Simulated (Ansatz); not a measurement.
**A convergence test on SiC (P6_3mc): k mesh of the density**

How far can the k mesh of the density be lowered for the gap of SiC (P6_3mc)?

Main program and level: Ansatz 0.2.0; DFT, PBE, plane waves, PAW.

### Step 1. Set-up

Symmetry: P6_3mc, No. 186, hexagonal system. The conventional cell has a = 3.076 Å, b = 3.076 Å, c = 10.071 Å, α = 90.00°, β = 90.00°, γ = 120.00°. Nearest to Si lie 4 C at 1.88 to 1.89 Å. Nearest to C lie 4 Si at 1.88 to 1.89 Å. Nearest to C lie 4 Si at 1.88 to 1.89 Å. Farther neighbours are not listed.

The cell and positions are those that the Materials Project relaxed with its own functionals (PBE, PBE+U or r2SCAN), kept fixed. The default PAW set here is soft_2. Its files were made with PBE.

### Step 2. k mesh of the density: 3×3×1

input.yaml reads:

```yaml
crystal:
  lattice:
    - [3.0756941497, 0.0, 0.0]
    - [-1.5378470748, 2.6636292679, 0.0]
    - [0.0, 0.0, 10.07064648]
  atoms:
    - { symbol: Si, position: [0.66666667, 0.33333333, 0.93784198] }
    - { symbol: Si, position: [0.33333333, 0.66666667, 0.43784198] }
    - { symbol: Si, position: [0.0, 0.0, 0.68789438] }
    - { symbol: Si, position: [0.0, 0.0, 0.18789438] }
    - { symbol: C, position: [0.66666667, 0.33333333, 0.74980259] }
    - { symbol: C, position: [0.33333333, 0.66666667, 0.24980259] }
    - { symbol: C, position: [0.0, 0.0, 0.50046005] }
    - { symbol: C, position: [0.0, 0.0, 0.00046005] }
kpoints:
  mp_grid: { grid: [3, 3, 1] }
  band_path:
    path:
      - [0.0, 0.0, 0.0]
      - [0.5, 0.0, 0.0]
      - [0.33333333, 0.33333333, 0.0]
      - [0.0, 0.0, 0.5]
      - [0.5, 0.0, 0.5]
      - [0.33333333, 0.33333333, 0.5]
    npoints: 1
hamiltonian:
  xc: pbe
scf:
  occupations: { method: fixed }
  n_extra_bands: 6
output:
  eigenvalues: true
```

Started as:

```console
> ansatz run input.yaml --threads 3 --pin off --max-ram 92160MiB --backend cuda --events-out ev --progress --plain --runs-dir out --devices 1 --max-vram 13GiB
```

Numbers of over 12 decimals in the logs are rounded to 6 here.

The log of the run:

```text
scf.n_extra_bands = 6 over 16 filled bands (N_el = 32.0): the run solves 22 bands
GPUs: using 1 of 1 available (devices: 1).
Engine: ansatz 0.2.0, x86_64-unknown-linux-gnu
Pseudopotentials: kind: paw
Pseudopotential: Si, paw, valence charge 4, recommended cutoff 420 eV (normal), Si.paw.azcp
Pseudopotential: C, paw, valence charge 4, recommended cutoff 420 eV (normal), C.paw.azcp
Functional definition: PBE
  parameter kappa = 0.804
  parameter beta = 0.066725
  exchange = pbe_x(kappa = kappa, mu = beta*pi^2/3)
  correlation = pbe_c(beta = beta)
device memory: the entry about to start is reckoned to put 2.0 GiB on a device that reports 49.5 GiB free (of which the cap on the GPU budget leaves the run 13.0 GiB)
GPU FFT provider: cuFFT
GPU libraries: cuBLAS 13.8.2, cuFFT 12.4.0, cuSOLVER 12.3.4
Crystal: 8 atoms, lattice volume = 82.504 Å³
Basis set: ecut = 420 eV, 1605 PW (Γ)
Bands: 22, of which v1, the nominal top of the filled ones, is band 16 counted from 1 (15 counted from 0)
Symmetry: 12 space group operations
Space group: P63mc (ITA 186), of the structure as read, at distance tolerance 4.4e-5 Å
k-points: 3 of 9
Non-local potential: Si, projectors of the file, l = 0: 2, l = 1: 2, l = 2: 2
Non-local potential: C, projectors of the file, l = 0: 2, l = 1: 2, l = 2: 1
PAW form: soft (Blöchl's): semilocal exchange-correlation on the pseudo side does not see the compensation charge
PAW one-centre angular grid: Si, 110 points (default); XC on 64 Gauss nodes
PAW one-centre angular grid: C, 110 points (default); XC on 64 Gauss nodes
Initial density: superposition of atomic densities (neutral atoms: chi_scale 0, normalization atom), corrected by the library's trained network
Initial wavefunctions: pseudopotential atomic-orbital guess
GPU buffer pool allocated for 41472 grid points (all kernels)
GPU transforms: local potential and band sums: pruned to the plane-wave sphere, on 24×24×72
Functional: x = pbe(κ = 0.804, μ = 0.219515), c = pbe(β = 0.066725)
SCF iter   1: F=—  HF=-3547.633674 eV  |F-HF|=—  |Δ(HF+E_count)|=         —  Δρ=5.80e-3  dr2=1.88e-2  ethr=1.77e-3  ⟨swp⟩=4.7  Hψ=312  notcnv=0  defer=11
preconditioner: auto → none  [insulator: Δε(μ)=2.983 eV  Ē_g=11.095 eV  n_scr=6 (ndim 8)  ℏωp=23.1 eV  f_vac=0.000  ε∞_Penn≈5.3]
SCF iter   2: F=—  HF=-3547.631104 eV  |F-HF|=—  |Δ(HF+E_count)|=   2.57e-3  Δρ=2.63e-3  dr2=2.91e-3  ethr=5.88e-5  ⟨swp⟩=2.7  Hψ=142  notcnv=0  defer=12
SCF iter   3: F=—  HF=-3547.631121 eV  |F-HF|=—  |Δ(HF+E_count)|=   1.70e-5  Δρ=1.14e-3  dr2=6.97e-4  ethr=9.08e-6  ⟨swp⟩=2.0  Hψ=95  notcnv=0  defer=12
SCF iter   4: F=—  HF=-3547.631115 eV  |F-HF|=—  |Δ(HF+E_count)|=   5.81e-6  Δρ=3.39e-4  dr2=1.63e-4  ethr=2.18e-6  ⟨swp⟩=2.0  Hψ=102  notcnv=0  defer=12
SCF iter   5: F=—  HF=-3547.631044 eV  |F-HF|=—  |Δ(HF+E_count)|=   7.11e-5  Δρ=4.81e-5  dr2=1.33e-6  ethr=5.09e-7  ⟨swp⟩=2.0  Hψ=98  notcnv=0  defer=5
SCF iter   6: F=—  HF=-3547.631084 eV  |F-HF|=—  |Δ(HF+E_count)|=   3.98e-5  Δρ=1.54e-5  dr2=1.62e-7  ethr=4.15e-9  ⟨swp⟩=2.0  Hψ=105  notcnv=0  defer=4
SCF iter   7: F=-3547.631084 eV  HF=-3547.631084 eV  |F-HF|=1.02e-9  |Δ(HF+E_count)|=   6.69e-8  Δρ=4.90e-6  dr2=1.75e-8  ethr=3.13e-10  ⟨swp⟩=12.3  Hψ=284  notcnv=0
SCF 1 converged in 7 iterations: F = -3547.631084 eV  dr2 = 1.75e-8
[...]
device memory: the entry about to start is reckoned to put 1.2 GiB on a device that reports 49.6 GiB free (of which the cap on the GPU budget leaves the run 13.0 GiB)
NSCF: frozen V_eff on 6 k-points
SCF converged after 7 iterations
Free energy (F): -3547.631084 eV
Harris-Foulkes:  -3547.631084 eV  (|F-HF|=1.02e-9)
Internal energy: -3547.631084 eV  (E = F + TS)
E sigma→0 (E₀):  -3547.631084 eV
Fermi energy:    9.667830 eV
--- Per-component energies (eV) ---
  E_band       = 118.530910
  E_kinetic    = 547.288227
  E_local      = -421.592744  (includes V_loc(G=0)·N_el)
  E_nonlocal   = 206.517861
  E_hartree    = 130.848853
  E_xc         = -422.287917
  E_vxc        = -437.885849  (∫ρ·V_xc dr)
  E_paw        = -2448.884111  (= ΣΔE_a)
  E_vpaw       = -37.492954  (= ΣTr[D̂ρ^β])
  E_aug_tail   = 0.000058  (compensation charges beyond the density's cutoff)
  E_ewald      = -1139.521310
  E_smearing   = -0.000000  (= −TS)
  E_closure    = 0.000000  (closes the sum)
  Σ components = -3547.631084   (vs F -3547.631084, Δ=0.00e0)
--- Band table (eV) ---
  k-point 0: bands = [... 12 lower, 9.0810, 9.6133, 9.6678, 9.6678, 14.7346, 15.3075, 15.9540, 15.9575, ... 2 higher]
  k-point 1: bands = [... 12 lower, 7.6058, 7.6253, 8.2815, 8.8172, 12.6174, 12.8546, 14.1600, 15.1230, ... 2 higher]
  k-point 2: bands = [... 12 lower, 5.6526, 6.7586, 6.7586, 7.9923, 13.5909, 13.5909, 14.8055, 15.2136, ... 2 higher]
```

The job ended after 4.3 s (1 × NVIDIA H100 80GB HBM3 (shared by 6 runs) with 3 threads of AMD EPYC 7R13 (Zen 3), shared host; peak memory 0.91 GiB; 3.8 s of CPU time).

In the SCF lines HF is the Harris–Foulkes energy and dr2 the Hartree energy of the density residual, in eV; the loop may stop once dr2 is under the threshold and the program's other checks hold. Hψ counts applications of the Hamiltonian.

This step gave:

* gap: 2.171 eV
* valence top at: Γ
* conduction bottom at: M
* least direct gap: 3.303 eV

The gap is indirect, with the least direct gap 1.13 eV higher.

### Step 3. k mesh of the density: 6×6×2

Changes to input.yaml since step 2:

```diff
@@ -15,3 +15,3 @@
 kpoints:
-  mp_grid: { grid: [3, 3, 1] }
+  mp_grid: { grid: [6, 6, 2] }
   band_path:
```

The log of the run:

```text
[...]
GPUs: using 1 of 1 available (devices: 1).
[...]
GPU FFT provider: cuFFT
GPU libraries: cuBLAS 13.8.2, cuFFT 12.4.0, cuSOLVER 12.3.4
Crystal: 8 atoms, lattice volume = 82.504 Å³
Basis set: ecut = 420 eV, 1605 PW (Γ)
Bands: 22, of which v1, the nominal top of the filled ones, is band 16 counted from 1 (15 counted from 0)
[... 1 set-up line as in the run before ...]
[...]
k-points: 14 of 72
[...]
--- Band table (eV; the first three rows and the last of 14) ---
  k-point 0: bands = [... 12 lower, 9.0079, 9.5391, 9.5916, 9.5916, 14.6998, 15.2784, 15.8933, 15.9238, ... 2 higher]
  k-point 1: bands = [... 12 lower, 9.3852, 9.3852, 9.3852, 9.3852, 14.9083, 14.9083, 16.3668, 16.3668, ... 2 higher]
  k-point 2: bands = [... 12 lower, 8.3657, 8.4272, 9.2060, 9.3454, 14.3728, 15.0598, 15.3370, 16.4075, ... 2 higher]
  k-point 13: bands = [... 12 lower, 6.8362, 6.8362, 7.1385, 7.1385, 12.8315, 12.8315, 16.2794, 16.2794, ... 2 higher]
[key lines of the parts left out:]
SCF converged after 6 iterations
Free energy (F): -3548.606253 eV
Fermi energy:    9.591642 eV
```

Wall time 6.8 s (1 × NVIDIA H100 80GB HBM3 (shared by 6 runs) with 3 threads); peak memory 0.91 GiB; 4.2 s of CPU time.

Numbers from this step:

```
gap                  : 2.224 eV
valence top at       : Γ
conduction bottom at : M
least direct gap     : 3.347 eV
```

The gap is 2.224 eV, +0.053 eV from the run before at this level.

### Step 4. k mesh of the density: 12×12×2 (the default)

input.yaml, the sections that differ from step 3:

```yaml
kpoints:
  mp_grid: { grid: [12, 12, 2] }
  band_path:
    path:
      - [[0.0, 0.0, 0.0], [0.5, 0.0, 0.0], [0.33333333, 0.33333333, 0.0], [0.0, 0.0, 0.0], [0.0, 0.0, 0.5], [0.5, 0.0, 0.5], [0.33333333, 0.33333333, 0.5], [0.0, 0.0, 0.5]]
      - [[0.5, 0.0, 0.5], [0.5, 0.0, 0.0]]
      - [[0.33333333, 0.33333333, 0.5], [0.33333333, 0.33333333, 0.0]]
    npoints: 10
scf:
  occupations: { method: fermi_dirac, width: 0.02 }
  n_extra_bands: 6
output:
  eigenvalues: true
  write_density: true
  write_potential: true
  elf: true
  volumetric_format: npy
# crystal, hamiltonian: as in step 3
```

The log of the run:

```text
[...]
GPUs: using 1 of 1 available (devices: 1).
[...]
GPU FFT provider: cuFFT
GPU libraries: cuBLAS 13.8.2, cuFFT 12.4.0, cuSOLVER 12.3.4
Crystal: 8 atoms, lattice volume = 82.504 Å³
Basis set: ecut = 420 eV, 1605 PW (Γ)
Bands: 22, of which v1, the nominal top of the filled ones, is band 16 counted from 1 (15 counted from 0)
[... 1 set-up line as in the run before ...]
[...]
k-points: 38 of 288
[...]
--- Band table (eV; the first three rows and the last of 38) ---
  k-point 0: bands = [... 12 lower, 9.0041, 9.5352, 9.5877, 9.5877, 14.6981, 15.2769, 15.8900, 15.9221, ... 2 higher]
  k-point 1: bands = [... 12 lower, 9.3814, 9.3814, 9.3814, 9.3814, 14.9067, 14.9067, 16.3646, 16.3646, ... 2 higher]
  k-point 2: bands = [... 12 lower, 8.8310, 9.1336, 9.4546, 9.5369, 15.0353, 15.5795, 15.8104, 16.1043, ... 2 higher]
  k-point 37: bands = [... 12 lower, 6.8335, 6.8335, 7.1356, 7.1356, 12.8305, 12.8305, 16.2777, 16.2777, ... 2 higher]
[key lines of the parts left out:]
SCF converged after 6 iterations
Free energy (F): -3548.628035 eV
Fermi energy:    10.699498 eV
```

Elapsed: 8.8 s, on 1 × NVIDIA H100 80GB HBM3 (shared by 6 runs) with 3 threads; peak memory 0.91 GiB.

Numbers from this step:

| Item | Value |
| --- | --- |
| gap | 2.227 eV |
| valence top at | Γ |
| conduction bottom at | M |
| least direct gap | 3.350 eV |

The gap is 2.227 eV, +0.003 eV from the run before at this level.

### Step 5. k mesh of the density: 12×12×4

input.yaml, the sections that differ from step 4:

```yaml
kpoints:
  mp_grid: { grid: [12, 12, 4] }
  band_path:
    path:
      - [0.0, 0.0, 0.0]
      - [0.5, 0.0, 0.0]
      - [0.33333333, 0.33333333, 0.0]
      - [0.0, 0.0, 0.5]
      - [0.5, 0.0, 0.5]
      - [0.33333333, 0.33333333, 0.5]
    npoints: 1
scf:
  occupations: { method: fixed }
  n_extra_bands: 6
output:
  eigenvalues: true
# crystal, hamiltonian: as in step 4
```

The log of the run:

```text
[...]
GPUs: using 1 of 1 available (devices: 1).
[...]
GPU FFT provider: cuFFT
GPU libraries: cuBLAS 13.8.2, cuFFT 12.4.0, cuSOLVER 12.3.4
Crystal: 8 atoms, lattice volume = 82.504 Å³
Basis set: ecut = 420 eV, 1605 PW (Γ)
Bands: 22, of which v1, the nominal top of the filled ones, is band 16 counted from 1 (15 counted from 0)
[... 1 set-up line as in the run before ...]
[...]
--- Band table (eV; the first three rows and the last of 57) ---
  k-point 0: bands = [... 12 lower, 9.0040, 9.5352, 9.5875, 9.5875, 14.6980, 15.2769, 15.8899, 15.9220, ... 2 higher]
  k-point 1: bands = [... 12 lower, 9.1743, 9.1743, 9.5319, 9.5319, 14.7522, 15.1285, 16.1060, 16.1554, ... 2 higher]
  k-point 2: bands = [... 12 lower, 9.3812, 9.3812, 9.3812, 9.3812, 14.9066, 14.9066, 16.3645, 16.3645, ... 2 higher]
  k-point 56: bands = [... 12 lower, 6.8333, 6.8333, 7.1357, 7.1357, 12.8305, 12.8305, 16.2776, 16.2776, ... 2 higher]
[key lines of the parts left out:]
SCF converged after 6 iterations
Free energy (F): -3548.628670 eV
Fermi energy:    9.587535 eV
```

Run time: 6.2 s. Hardware: 1 × NVIDIA H100 80GB HBM3 (shared by 6 runs) with 3 threads; peak memory 0.92 GiB.

Numbers from this step:

| Item | Value |
| --- | --- |
| gap | 2.227 eV |
| valence top at | Γ |
| conduction bottom at | M |
| least direct gap | 3.350 eV |

The gap is 2.227 eV, as in the run before at this level.

### Step 6. The series

Differences are against the last row; a negative gap means that bands overlap, and a run with a band path holds that path's time. Times are wall times on 1 × NVIDIA H100 80GB HBM3 (shared by 6 runs) with 3 threads of AMD EPYC 7R13 (Zen 3), shared host, good to a factor of about two.

```
k mesh of the density  gap (eV)  direct gap (eV)  gap error (eV)  energy error (meV/atom)  irreducible k   time
                3×3×1     2.171            3.303          −0.056                   +124.7              3  4.3 s
                6×6×2     2.224            3.347          −0.003                     +2.8             14  6.8 s
              12×12×2     2.227            3.350         −0.0001                     +0.1             38  8.8 s
              12×12×4     2.227            3.350          +0.000                     +0.0             57  6.2 s
```

### Step 7. Summary of results

```json
{
 "3×3×1": "2.171 eV",
 "6×6×2": "2.224 eV",
 "12×12×2": "2.227 eV",
 "12×12×4": "2.227 eV"
}
```

**Reading.** The gap holds to 0.02 eV from 6×6×2 on. At 3×3×1 the gap is off by −0.056 eV and the energy by +125 meV/atom. The gap is read over the mesh and added points near the edges, so meshes differ mainly through the density and, for a hybrid, the exchange operator.

[Paths, hosts, dates, memory and timing lines, banners, echoed tables and standing remarks are left out of the program output.]

[Logs are printed without paths, hosts, clocks, repeated set-up lines and the standing remarks that a program may print on its own settings, such as how far it seeks lower states.]

[Runs of the session that timed out or met a known fault of the program may be left out.]

[Cells called generated may have been cut or substituted from an entry of the Crystallography Open Database or the Materials Project.]

[Hosts, paths, dates, database ids (printed as entryN), source tags and the programs' standing remarks are cut or masked in the printed files.]
